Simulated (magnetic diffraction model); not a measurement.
## Which magnetic order? TmCuSiS4

Space group Pnma (no. 62), a = 13.0650 Å, b = 7.7070 Å, c = 6.0370 Å.

```
site  atom       x       y       z
  4c    Tm  0.7739     1/4  0.4654
  4a    Cu     1/2     1/2     1/2
  8d     S  0.8409  0.9514  0.2736
  4c     S  0.0527     3/4  0.2882
  4c     S  0.3983     3/4  0.7597
  4c    Si  0.5898     1/4  0.9171
```

This is a made-up structure (elements placed in a structure type, unrelaxed), so the numbers test the method and describe no known phase.

Only Tm is taken to order (form factors of Tm3+); orders and moment sizes are assumed, and not adapted to the symmetry. Radiation: neutrons of λ = 2.41 Å, 8° to 45°; isotropic B of 0.23 Å² (Tm), 0.36 Å² (Cu), 0.29 Å² (S) and 0.41 Å² (Si). Simulated constant-wavelength pattern: nuclear and magnetic terms add, the magnetic one as |2.695 fm × Σ f S⊥ exp(2πi Q·r) exp(−B s²)|², summed over all Q at one angle with the factor 1/(sin²θ cos θ). For collinear order S is the moment m, which repeats by lattice and centring translations R with the sign exp(−2πi k·R). Free-ion form factors, Sears's scattering lengths of 1992, no absorption; a label names one of the reflections at its angle. The strongest nuclear line in the range is 100, and lines under 0.2 are left out.

Above the ordering temperature:

```tsv
2θ (°)	index	I
21.26	(2 0 0)	8.1
25.40	(1 0 1)	5.7
27.99	(2 1 0)	14.2
29.38	(0 1 1)	3.4
31.30	(1 1 1)	30.3
31.54	(2 0 1)	5.9
36.44	(0 2 0)	5.1
36.55	(2 1 1)	8.8
39.90	(3 0 1)	56.9
42.58	(2 2 0)	22.0
43.30	(4 0 0)	5.5
44.09	(3 1 1)	61.9
44.95	(1 2 1)	100.0
```

Below it (cell unchanged):

```csv
2θ (°),I
12.62,95.2
19.64,94.8
21.26,8.1
22.04,104.8
25.40,5.7
26.76,39.7
27.99,14.2
29.10,3.1
29.38,3.4
31.30,30.3
31.54,5.9
34.43,33.0
35.27,20.1
36.44,5.1
36.55,8.8
38.52,15.9
38.72,26.4
39.50,20.7
39.86,38.7
39.90,56.9
41.73,39.3
42.58,22.0
42.82,14.7
43.30,5.5
43.72,2.8
44.09,61.9
44.41,5.3
44.95,100.0
```

**Question.** Find the propagation vector, then choose among these models:
A. collinear moments along [100], 5.4 μB on Tm; signs + at (0.7739, 1/4, 0.4654), − at (0.2739, 1/4, 0.0346), + at (0.2261, 3/4, 0.5346), − at (0.7261, 3/4, 0.9654)
B. collinear moments along [111], 5.4 μB on Tm; signs + at (0.7739, 1/4, 0.4654), − at (0.2739, 1/4, 0.0346), + at (0.2261, 3/4, 0.5346), − at (0.7261, 3/4, 0.9654)
C. collinear moments along [100], 5.4 μB on Tm; signs + at (0.7739, 1/4, 0.4654), − at (0.2739, 1/4, 0.0346), − at (0.2261, 3/4, 0.5346), + at (0.7261, 3/4, 0.9654)
D. collinear moments along [111], 5.4 μB on Tm; signs + at (0.7739, 1/4, 0.4654), − at (0.2739, 1/4, 0.0346), − at (0.2261, 3/4, 0.5346), + at (0.7261, 3/4, 0.9654)

The new lines index as (1/2 0 1/2) at 12.62°, (3/2 0 -1/2) at 19.64°, (1/2 1 1/2) at 22.04° and (3/2 1 -1/2) at 26.76°, that is as H ± k with k = (1/2 0 1/2). Half indices mean that the moments reverse under translations with k·R a half-integer, and the magnetic cell has twice the primitive volume.

Magnetic intensity, observed (below minus above) and for each model:

| 2θ (°) | index | observed | A | B | C | D |
| --- | --- | --- | --- | --- | --- | --- |
| 12.62 | (1/2 0 1/2) | 95.2 | 141.0 | 95.2 | 189.2 | 127.0 |
| 19.64 | (3/2 0 -1/2) | 94.8 | 40.1 | 94.8 | 16.2 | 37.6 |
| 22.04 | (1/2 1 1/2) | 104.8 | 140.4 | 104.8 | 104.6 | 78.2 |
| 26.76 | (3/2 1 -1/2) | 39.7 | 32.4 | 39.7 | 80.3 | 99.3 |
| 34.43 | (5/2 1 -1/2) | 33.0 | 34.2 | 33.0 | 6.9 | 6.9 |
| 41.73 | (3/2 2 -1/2) | 39.3 | 42.5 | 39.3 | 17.1 | 15.8 |
| 42.82 | (3/2 1 3/2) | 14.7 | 18.6 | 14.7 | 38.4 | 27.2 |
| 43.72 | (7/2 1 -1/2) | 2.8 | 1.2 | 2.8 | 14.6 | 35.8 |

Model B matches.

The structure used: k = (1/2 0 1/2), collinear moments along [111], 5.4 μB on Tm; signs + at (0.7739, 1/4, 0.4654), − at (0.2739, 1/4, 0.0346), + at (0.2261, 3/4, 0.5346), − at (0.7261, 3/4, 0.9654).

[Logs are printed without paths, hosts, clocks, repeated set-up lines and the standing remarks that a program may print on its own settings, such as how far it seeks lower states.]
